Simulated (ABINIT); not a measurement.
# WS2 (Tungstenite): a self-consistent loop beyond G0W0, cycle by cycle, part 2 of 2

How far does self-consistency move the gap of WS2 (Tungstenite)?

ABINIT 10.8.3; PBE and many-body steps on it, plane waves. Known limits of the many-body steps: not at the basis limit; no spin-orbit coupling; coarse k mesh.

So far. Step 5 (evGW0, cycle 1): Against G0W0 in ABINIT (6×6×1 mesh, 224 bands, screening to 130.6 eV, Godby-Needs plasmon pole), the gap moves by +0.080 eV. This first cycle still uses the starting levels; it takes the full correction, at all points of the mesh, and its linearised value is 1.297 eV. Step 6 (evGW0, cycle 2): Against the cycle before, the gap moves by −0.052 eV.

## 7. evGW0, cycle 3

Level of this step: evGW0 on PBE, plane waves, norm-conserving pseudopotentials (ABINIT).

Contents of run.abi:

```
acell 3*1.0 Angstrom
rprim 
  3.153199999992 0.000000000002 0.000000000000
  -1.576599999998 2.730751303206 0.000000000000
  0.000000000000 0.000000000000 12.323000000000
ntypat 2
znucl 74 16
natom 6
typat 1 1 2 2 2 2
xred 
  0.333333333333 0.666666666667 0.250000000000
  0.666666666667 0.333333333333 0.750000000000
  0.333333333333 0.666666666667 0.622500000000
  0.666666666667 0.333333333333 0.122500000000
  0.333333333333 0.666666666667 0.877500000000
  0.666666666667 0.333333333333 0.377500000000
pp_dirpath "pseudos"
pseudos "W.upf, S.upf"
ecut 31
ngkpt 6 6 1
nshiftk 1
shiftk 0 0 0
kptopt 1
chksymbreak 0
istwfk *1
occopt 1
irdwfk 1
optdriver 4
nband 224
gwcalctyp 10
ecutsigx 31
symsigma 1
nkptgw 7
kptgw 
  0.0000000000 0.0000000000 0.0000000000
  0.1666666667 0.0000000000 0.0000000000
  0.3333333333 0.0000000000 0.0000000000
  0.5000000000 0.0000000000 0.0000000000
  0.1666666667 0.1666666667 0.0000000000
  0.3333333333 0.1666666667 0.0000000000
  0.3333333333 0.3333333333 0.0000000000
bdgw 
  13 32
  13 32
  13 32
  13 32
  13 32
  13 32
  13 32
ecuteps 4.8
irdscr 1
ppmodel 1
irdqps 1
indata_prefix "in"
outdata_prefix "out"
tmpdata_prefix "tmp"
```

The run is started by

```sh
OMP_NUM_THREADS=1 mpirun -n 8 abinit run.abi > log
```

What it wrote:

```text
.Version 10.8.3 of ABINIT. v10.8.2 released Aug 2026.

 Symmetries : space group P6_3/m m c (#194); Bravais hP (primitive hexag.)
[... echo of the input left out ...]
== DATASET  1 ==================================================================
-   mpi_nproc: 8, omp_nthreads: 1 (-1 if OMP is not activated)

--- !DatasetInfo
iteration_state: {dtset: 1, }
dimensions: {natom: 6, nkpt: 7, mband: 224, nsppol: 1, nspinor: 1, nspden: 1, mpw: 5929, }
cutoff_energies: {ecut:  31.0, pawecutdg:  -1.0, }
[...]
.  kptgw no:  5; Maximum DeltaE = (  -0.001  -0.000) for band index: 20
.  kptgw no:  6; Maximum DeltaE = (  -0.005   0.000) for band index: 20
.  kptgw no:  7; Maximum DeltaE = (  -0.011   0.000) for band index: 18

== END DATASET(S) ==============================================================
================================================================================

 -outvars: echo values of variables after computation  --------
           etotal      0.0000000000E+00
            nband         224
             nkpt           7
          spgroup         194
 [... the other variables as echoed above ...]

 Calculation completed.
```

The job ended after 7.3 min (8 MPI ranks of Arm Neoverse V1, shared host; peak memory 3.4 GiB; 58 min of CPU time).

Numbers from this step:

```yaml
quasiparticle_gap_on_the_mesh: 1.332 eV
gap_of_the_density_functional_on_the_mesh: 0.9806 eV
k_of_the_valence_top: 0, 0, 0
k_of_the_conduction_bottom: 0.1667, 0.1667, 0
least_direct_quasiparticle_gap_on_the_computed_points: 2.464 eV
```

Against the cycle before, the gap moves by +0.007 eV.

## 8. Screening, 6×6×1 mesh, 224 bands, screening to 130.6 eV

This step: RPA screening on PBE, plane waves, norm-conserving pseudopotentials.

run.abi, as its differences from that of step 7:

```diff
@@ -27,28 +27,13 @@
 irdwfk 1
-optdriver 4
+optdriver 3
 nband 224
+ecuteps 4.8
+inclvkb 2
+awtr 1
+symchi 1
 gwcalctyp 10
-ecutsigx 31
-symsigma 1
-nkptgw 7
-kptgw 
-  0.0000000000 0.0000000000 0.0000000000
-  0.1666666667 0.0000000000 0.0000000000
-  0.3333333333 0.0000000000 0.0000000000
-  0.5000000000 0.0000000000 0.0000000000
-  0.1666666667 0.1666666667 0.0000000000
-  0.3333333333 0.1666666667 0.0000000000
-  0.3333333333 0.3333333333 0.0000000000
-bdgw 
-  13 32
-  13 32
-  13 32
-  13 32
-  13 32
-  13 32
-  13 32
-ecuteps 4.8
-irdscr 1
-ppmodel 1
-irdqps 1
+mbpt_sciss 0.602 eV
+nqptdm 1
+qptdm 
+  0 0 0
 indata_prefix "in"
```

What it wrote:

```text
.Version 10.8.3 of ABINIT. v10.8.2 released Aug 2026.

 Symmetries : space group P6_3/m m c (#194); Bravais hP (primitive hexag.)
[... echo of the input left out ...]
== DATASET  1 ==================================================================
-   mpi_nproc: 8, omp_nthreads: 1 (-1 if OMP is not activated)

--- !DatasetInfo
iteration_state: {dtset: 1, }
dimensions: {natom: 6, nkpt: 7, mband: 224, nsppol: 1, nspinor: 1, nspden: 1, mpw: 5929, }
cutoff_energies: {ecut:  31.0, pawecutdg:  -1.0, }
electrons: {nelect:   5.20000000E+01, charge:   0.00000000E+00, occopt:   1.00000000E+00, tsmear:   1.00000000E-02, }

 SCREENING: Calculation of the susceptibility and dielectric matrices

 Based on a program developped by R.W. Godby, V. Olevano, G. Onida, and L. Reining.
 Incorporated in ABINIT by V. Olevano, G.-M. Rignanese, and M. Torrent.
.Using double precision arithmetic ; gwpc =  8

[... cell and pseudopotentials left out ...]
--------------------------------------------------------------------------------

 ==== K-mesh for the wavefunctions ====
 Number of points in the irreducible wedge :     7
[... list of points left out ...]
 Together with 24 symmetry operations and time-reversal symmetry
 yields    36 points in the full Brillouin Zone.

 ==== Q-mesh for the screening function ====
 Number of points in the irreducible wedge :     7
[... list of points left out ...]
 Together with 24 symmetry operations and time-reversal symmetry
 yields    36 points in the full Brillouin Zone.

 setmesh: FFT mesh size selected  =    20x   20x   90
          total number of points  =        36000

 vcoul_init : cutoff-mode = AUXILIARY_FUNCTION
 q-points for optical limit:   1
     1)      0.000010    0.000020    0.000030

 Dielectric matrix will be calculated only for some
 selected q points provided by the user through the input variables
 nqptdm and qptdm

- screening: taking advantage of time-reversal symmetry
- Maximum band index for partially occupied states nbvw = 26
- Remaining bands to be divided among processors   nbcw = 198
- Number of bands treated by each node ~24

 rdqps: reading QP wavefunctions of the previous step
        looking for file in_QPS
 file not found, 1st iteration initialized with KS eigenelements

 screening : performing a first self-consistency
 update of the energies in W by a scissor operator
 applying a scissor operator of [eV] :   0.602

 Number of electrons calculated from density =   52.0000; Expected =   52.0000
 average of density, n =  0.072620
 r_s =    1.4869
 omega_plasma =   25.9946 [eV]

 calculating chi0 at frequencies [eV] :
  1    0.000000E+00    0.000000E+00
  2    0.000000E+00    2.599465E+01

--------------------------------------------------------------------------------
  q-point number  1        q = ( 0.000000, 0.000000, 0.000000) [r.l.u.]
--------------------------------------------------------------------------------
[... chi0 elements left out ...]
 For q-point:  0.000010 0.000020 0.000030
  dielectric constant =  11.9071
  dielectric constant without local fields =  13.1163

  Average fulfillment of the sum rule on Im[epsilon] for q-point    1 :     90.93  [%]
[... wings left out ...]
== END DATASET(S) ==============================================================
================================================================================

 -outvars: echo values of variables after computation  --------
           etotal      0.0000000000E+00
            nband         224
             nkpt           7
          spgroup         194
 [... the other variables as echoed above ...]

 Calculation completed.
```

It took 41 s on 8 MPI ranks; peak memory 2.9 GiB; 5.4 min of CPU time.

This step gave:

```yaml
eps_infinity_with_local_fields_on_this_mesh_along_the_program_s_q_direction: 11.91
the_same_without_local_fields: 13.12
plasma_frequency: 25.99 eV
plane_waves_in_the_screening_matrix: 341
```

This screening uses the functional's bands under a rigid shift, the mean opening of the cycle before.

## 9. Screening, 6×6×1 mesh, 224 bands, screening to 130.6 eV

This step: RPA screening on PBE from quasiparticle energies, plane waves, norm-conserving pseudopotentials.

run.abi, as its differences from that of step 8:

```diff
@@ -33,7 +33,12 @@
 symchi 1
+irdqps 1
 gwcalctyp 10
-mbpt_sciss 0.602 eV
-nqptdm 1
+nqptdm 6
 qptdm 
-  0 0 0
+  0.1666666667 0.0000000000 0.0000000000
+  0.3333333333 0.0000000000 0.0000000000
+  0.5000000000 0.0000000000 0.0000000000
+  0.1666666667 0.1666666667 0.0000000000
+  0.3333333333 0.1666666667 0.0000000000
+  0.3333333333 0.3333333333 0.0000000000
 indata_prefix "in"
```

Contents of mrgscr.stdin:

```
2
merged
q0_SCR
out_SCR
1
```

The run is started by

```sh
OMP_NUM_THREADS=1 mpirun -n 8 abinit run.abi > log; mrgscr < mrgscr.stdin
```

What it wrote:

```text
.Version 10.8.3 of ABINIT. v10.8.2 released Aug 2026.

 Symmetries : space group P6_3/m m c (#194); Bravais hP (primitive hexag.)
[... echo of the input left out ...]
== DATASET  1 ==================================================================
-   mpi_nproc: 8, omp_nthreads: 1 (-1 if OMP is not activated)

--- !DatasetInfo
iteration_state: {dtset: 1, }
dimensions: {natom: 6, nkpt: 7, mband: 224, nsppol: 1, nspinor: 1, nspden: 1, mpw: 5929, }
cutoff_energies: {ecut:  31.0, pawecutdg:  -1.0, }
[...]
q-point number  1        q = ( 0.166667, 0.000000, 0.000000) [r.l.u.]
--------------------------------------------------------------------------------
[... chi0 elements left out ...]
  Average fulfillment of the sum rule on Im[epsilon] for q-point    2 :     93.32  [%]

--------------------------------------------------------------------------------
  q-point number  2        q = ( 0.333333, 0.000000, 0.000000) [r.l.u.]
--------------------------------------------------------------------------------
[... chi0 elements left out ...]
  Average fulfillment of the sum rule on Im[epsilon] for q-point    3 :     86.98  [%]

 [... 4 further q-points ...]
```

Elapsed: 81 s, on 8 MPI ranks; peak memory 2.5 GiB.

Numbers from this step:

- plasma frequency: 25.99 eV
- plane waves in the screening matrix: 341

This screening reads the quasiparticle levels of the cycle before.

## 10. evGW, cycle 1

This step: evGW on PBE, plane waves, norm-conserving pseudopotentials.

run.abi, as its differences from that of step 9:

```diff
@@ -27,12 +27,10 @@
 irdwfk 1
-optdriver 3
+optdriver 4
 nband 224
-ecuteps 4.8
-inclvkb 2
-awtr 1
-symchi 1
-irdqps 1
 gwcalctyp 10
-nqptdm 6
-qptdm 
+ecutsigx 31
+symsigma 1
+nkptgw 7
+kptgw 
+  0.0000000000 0.0000000000 0.0000000000
   0.1666666667 0.0000000000 0.0000000000
@@ -43,2 +41,14 @@
   0.3333333333 0.3333333333 0.0000000000
+bdgw 
+  13 32
+  13 32
+  13 32
+  13 32
+  13 32
+  13 32
+  13 32
+ecuteps 4.8
+irdscr 1
+ppmodel 1
+irdqps 1
 indata_prefix "in"
```

The run is started by

```sh
OMP_NUM_THREADS=1 mpirun -n 8 abinit run.abi > log
```

What it wrote:

```text
.Version 10.8.3 of ABINIT. v10.8.2 released Aug 2026.

 Symmetries : space group P6_3/m m c (#194); Bravais hP (primitive hexag.)
[... echo of the input left out ...]
== DATASET  1 ==================================================================
-   mpi_nproc: 8, omp_nthreads: 1 (-1 if OMP is not activated)

--- !DatasetInfo
iteration_state: {dtset: 1, }
dimensions: {natom: 6, nkpt: 7, mband: 224, nsppol: 1, nspinor: 1, nspden: 1, mpw: 5929, }
cutoff_energies: {ecut:  31.0, pawecutdg:  -1.0, }
[...]
.  kptgw no:  5; Maximum DeltaE = (  -0.054  -0.001) for band index:  1
.  kptgw no:  6; Maximum DeltaE = (  -0.043   0.000) for band index:  2
.  kptgw no:  7; Maximum DeltaE = (  -0.051  -0.000) for band index:  4

== END DATASET(S) ==============================================================
================================================================================

 -outvars: echo values of variables after computation  --------
           etotal      0.0000000000E+00
            nband         224
             nkpt           7
          spgroup         194
 [... the other variables as echoed above ...]

 Calculation completed.
```

Elapsed: 7.3 min, on 8 MPI ranks; peak memory 3.3 GiB.

This step gave:

| Quantity | Value |
| --- | --- |
| quasiparticle gap on the mesh | 1.394 eV |
| gap of the density functional on the mesh | 0.9806 eV |
| k of the valence top | 0, 0, 0 |
| k of the conduction bottom | 0.1667, 0.1667, 0 |
| least direct quasiparticle gap on the computed points | 2.520 eV |

Against G0W0 in ABINIT (6×6×1 mesh, 224 bands, screening to 130.6 eV, Godby-Needs plasmon pole), the gap moves by +0.097 eV.

## 11. Screening, 6×6×1 mesh, 224 bands, screening to 130.6 eV

This step: RPA screening on PBE, plane waves, norm-conserving pseudopotentials.

run.abi, as its differences from that of step 10:

```diff
@@ -27,28 +27,13 @@
 irdwfk 1
-optdriver 4
+optdriver 3
 nband 224
+ecuteps 4.8
+inclvkb 2
+awtr 1
+symchi 1
 gwcalctyp 10
-ecutsigx 31
-symsigma 1
-nkptgw 7
-kptgw 
-  0.0000000000 0.0000000000 0.0000000000
-  0.1666666667 0.0000000000 0.0000000000
-  0.3333333333 0.0000000000 0.0000000000
-  0.5000000000 0.0000000000 0.0000000000
-  0.1666666667 0.1666666667 0.0000000000
-  0.3333333333 0.1666666667 0.0000000000
-  0.3333333333 0.3333333333 0.0000000000
-bdgw 
-  13 32
-  13 32
-  13 32
-  13 32
-  13 32
-  13 32
-  13 32
-ecuteps 4.8
-irdscr 1
-ppmodel 1
-irdqps 1
+mbpt_sciss 0.677 eV
+nqptdm 1
+qptdm 
+  0 0 0
 indata_prefix "in"
```

What it wrote:

```text
.Version 10.8.3 of ABINIT. v10.8.2 released Aug 2026.

 Symmetries : space group P6_3/m m c (#194); Bravais hP (primitive hexag.)
[... echo of the input left out ...]
== DATASET  1 ==================================================================
-   mpi_nproc: 8, omp_nthreads: 1 (-1 if OMP is not activated)

--- !DatasetInfo
iteration_state: {dtset: 1, }
dimensions: {natom: 6, nkpt: 7, mband: 224, nsppol: 1, nspinor: 1, nspden: 1, mpw: 5929, }
cutoff_energies: {ecut:  31.0, pawecutdg:  -1.0, }
[...]
[... chi0 elements left out ...]
 For q-point:  0.000010 0.000020 0.000030
  dielectric constant =  11.7362
  dielectric constant without local fields =  12.9159

  Average fulfillment of the sum rule on Im[epsilon] for q-point    1 :     91.33  [%]
[... wings left out ...]
== END DATASET(S) ==============================================================
================================================================================

 -outvars: echo values of variables after computation  --------
           etotal      0.0000000000E+00
            nband         224
             nkpt           7
          spgroup         194
 [... the other variables as echoed above ...]

 Calculation completed.
```

Wall time 39 s (8 MPI ranks); peak memory 3 GiB; 5.2 min of CPU time.

This step gave:

```yaml
eps_infinity_with_local_fields_on_this_mesh_along_the_program_s_q_direction: 11.74
the_same_without_local_fields: 12.92
plasma_frequency: 25.99 eV
plane_waves_in_the_screening_matrix: 341
```

This screening uses the functional's bands under a rigid shift, the mean opening of the cycle before.

## 12. Screening, 6×6×1 mesh, 224 bands, screening to 130.6 eV

This step: RPA screening on PBE from quasiparticle energies, plane waves, norm-conserving pseudopotentials.

run.abi, as its differences from that of step 11:

```diff
@@ -33,7 +33,12 @@
 symchi 1
+irdqps 1
 gwcalctyp 10
-mbpt_sciss 0.677 eV
-nqptdm 1
+nqptdm 6
 qptdm 
-  0 0 0
+  0.1666666667 0.0000000000 0.0000000000
+  0.3333333333 0.0000000000 0.0000000000
+  0.5000000000 0.0000000000 0.0000000000
+  0.1666666667 0.1666666667 0.0000000000
+  0.3333333333 0.1666666667 0.0000000000
+  0.3333333333 0.3333333333 0.0000000000
 indata_prefix "in"
```

mrgscr.stdin is that of step 9.

The run is started by

```sh
OMP_NUM_THREADS=1 mpirun -n 8 abinit run.abi > log; mrgscr < mrgscr.stdin
```

What it wrote:

```text
.Version 10.8.3 of ABINIT. v10.8.2 released Aug 2026.

 Symmetries : space group P6_3/m m c (#194); Bravais hP (primitive hexag.)
[... echo of the input left out ...]
== DATASET  1 ==================================================================
-   mpi_nproc: 8, omp_nthreads: 1 (-1 if OMP is not activated)

--- !DatasetInfo
iteration_state: {dtset: 1, }
dimensions: {natom: 6, nkpt: 7, mband: 224, nsppol: 1, nspinor: 1, nspden: 1, mpw: 5929, }
cutoff_energies: {ecut:  31.0, pawecutdg:  -1.0, }
[...]
q-point number  1        q = ( 0.166667, 0.000000, 0.000000) [r.l.u.]
--------------------------------------------------------------------------------
[... chi0 elements left out ...]
  Average fulfillment of the sum rule on Im[epsilon] for q-point    2 :     93.82  [%]

--------------------------------------------------------------------------------
  q-point number  2        q = ( 0.333333, 0.000000, 0.000000) [r.l.u.]
--------------------------------------------------------------------------------
[... chi0 elements left out ...]
  Average fulfillment of the sum rule on Im[epsilon] for q-point    3 :     87.26  [%]

 [... 4 further q-points ...]
```

Wall time 80 s (8 MPI ranks); peak memory 2.5 GiB; 11 min of CPU time.

This step gave:

| Quantity | Value |
| --- | --- |
| plasma frequency | 25.99 eV |
| plane waves in the screening matrix | 341 |

This screening reads the quasiparticle levels of the cycle before.

## 13. evGW, cycle 2

This step: evGW on PBE, plane waves, norm-conserving pseudopotentials.

run.abi, as its differences from that of step 12:

```diff
@@ -27,12 +27,10 @@
 irdwfk 1
-optdriver 3
+optdriver 4
 nband 224
-ecuteps 4.8
-inclvkb 2
-awtr 1
-symchi 1
-irdqps 1
 gwcalctyp 10
-nqptdm 6
-qptdm 
+ecutsigx 31
+symsigma 1
+nkptgw 7
+kptgw 
+  0.0000000000 0.0000000000 0.0000000000
   0.1666666667 0.0000000000 0.0000000000
@@ -43,2 +41,14 @@
   0.3333333333 0.3333333333 0.0000000000
+bdgw 
+  13 32
+  13 32
+  13 32
+  13 32
+  13 32
+  13 32
+  13 32
+ecuteps 4.8
+irdscr 1
+ppmodel 1
+irdqps 1
 indata_prefix "in"
```

The run is started by

```sh
OMP_NUM_THREADS=1 mpirun -n 8 abinit run.abi > log
```

What it wrote:

```text
.Version 10.8.3 of ABINIT. v10.8.2 released Aug 2026.

 Symmetries : space group P6_3/m m c (#194); Bravais hP (primitive hexag.)
[... echo of the input left out ...]
== DATASET  1 ==================================================================
-   mpi_nproc: 8, omp_nthreads: 1 (-1 if OMP is not activated)

--- !DatasetInfo
iteration_state: {dtset: 1, }
dimensions: {natom: 6, nkpt: 7, mband: 224, nsppol: 1, nspinor: 1, nspden: 1, mpw: 5929, }
cutoff_energies: {ecut:  31.0, pawecutdg:  -1.0, }
[...]
.  kptgw no:  5; Maximum DeltaE = (  -0.002   0.000) for band index:  5
.  kptgw no:  6; Maximum DeltaE = (  -0.003  -0.000) for band index:  1
.  kptgw no:  7; Maximum DeltaE = (  -0.002  -0.001) for band index:  2

== END DATASET(S) ==============================================================
================================================================================

 -outvars: echo values of variables after computation  --------
           etotal      0.0000000000E+00
            nband         224
             nkpt           7
          spgroup         194
 [... the other variables as echoed above ...]

 Calculation completed.
```

Elapsed: 7.4 min, on 8 MPI ranks; peak memory 3.3 GiB.

This step gave:

```
quasiparticle gap on the mesh                         : 1.392 eV
gap of the density functional on the mesh             : 0.9806 eV
k of the valence top                                  : 0, 0, 0
k of the conduction bottom                            : 0.1667, 0.1667, 0
least direct quasiparticle gap on the computed points : 2.520 eV
```

Against the cycle before, the gap moves by −0.002 eV.

## 14. The runs together

Times are wall times on 8 MPI ranks of Arm Neoverse V1, shared host, good to a factor of about two. A run's time includes the screening step that it read.

```tsv
run	mesh	bands	screening cutoff (eV)	DFT gap (eV)	gap on the mesh (eV)	direct (eV)	ε∞ used	time
G0W0	6×6×1	224	130.6	0.981	1.297	2.408	13.57	2.3 min
evGW0, cycle 1	6×6×1	224	130.6	0.981	1.377	2.560	13.57	9.1 min
evGW0, cycle 2	6×6×1	224	130.6	0.981	1.325	2.446	13.57	9.1 min
evGW0, cycle 3	6×6×1	224	130.6	0.981	1.332	2.464	13.57	9.1 min
evGW, cycle 1	6×6×1	224	130.6	0.981	1.394	2.520	11.91	9.4 min
evGW, cycle 2	6×6×1	224	130.6	0.981	1.392	2.520	11.74	9.3 min
```

## 15. Summary of results

| Item | Value |
| --- | --- |
| G0W0 | 1.297 eV |
| evGW0, cycle 1 | 1.377 eV |
| evGW0, cycle 2 | 1.325 eV |
| evGW0, cycle 3 | 1.332 eV |
| evGW, cycle 1 | 1.394 eV |
| evGW, cycle 2 | 1.392 eV |
| known limits | not at the basis limit; no spin-orbit coupling; coarse k mesh |

In words: Only the bands that the input lists are updated; the others, empty or deep, keep the functional's energies or take a rigid shift. The evGW loop starts from the last levels of evGW0, so its cycles and time come on top of those. evGW0 ends at 1.33 eV, +0.04 eV from G0W0, after 3 cycles that took 22 min beside the first screening; the last moved the gap by 0.007 eV. evGW ends at 1.39 eV, +0.10 eV from G0W0, after 2 cycles that took 19 min beside the first screening; the last moved the gap by 0.002 eV. The first cycle of evGW0 takes the full correction, without the factor Z, so it overshoots the one-shot value. Bands and cutoff are finite, so the gap is not at the basis limit. The miss can reach some tenths of an eV and take either sign; the mesh is an error of its own. The 6×6×1 mesh is coarse for this cell, which bears on the long-range parts of exchange and screening. In the updated screening the q = 0 part is built from Kohn-Sham bands under a rigid shift, the other q from the quasiparticle levels. The many-body steps are scalar-relativistic: spin-orbit coupling is not in them.

[Paths, hosts, dates, memory and timing lines, banners, echoed tables and standing remarks are left out of the program output.]

[Logs are printed without paths, hosts, clocks, repeated set-up lines and the standing remarks that a program may print on its own settings, such as how far it seeks lower states.]

[Runs of the session that timed out or met a known fault of the program may be left out.]

[Hosts, paths, dates, database ids (printed as entryN), source tags and the programs' standing remarks are cut or masked in the printed files.]

[G0W0 gaps are taken among the corrected bands and points alone; a level outside them can change the order at an edge.]

[Where Ansatz stands beside ABINIT at settings called matched, ABINIT's density can come from a denser mesh and the files from another edition; pairs whose starting gaps differed by over 0.03 eV were left out, so agreement reads better than it is.]
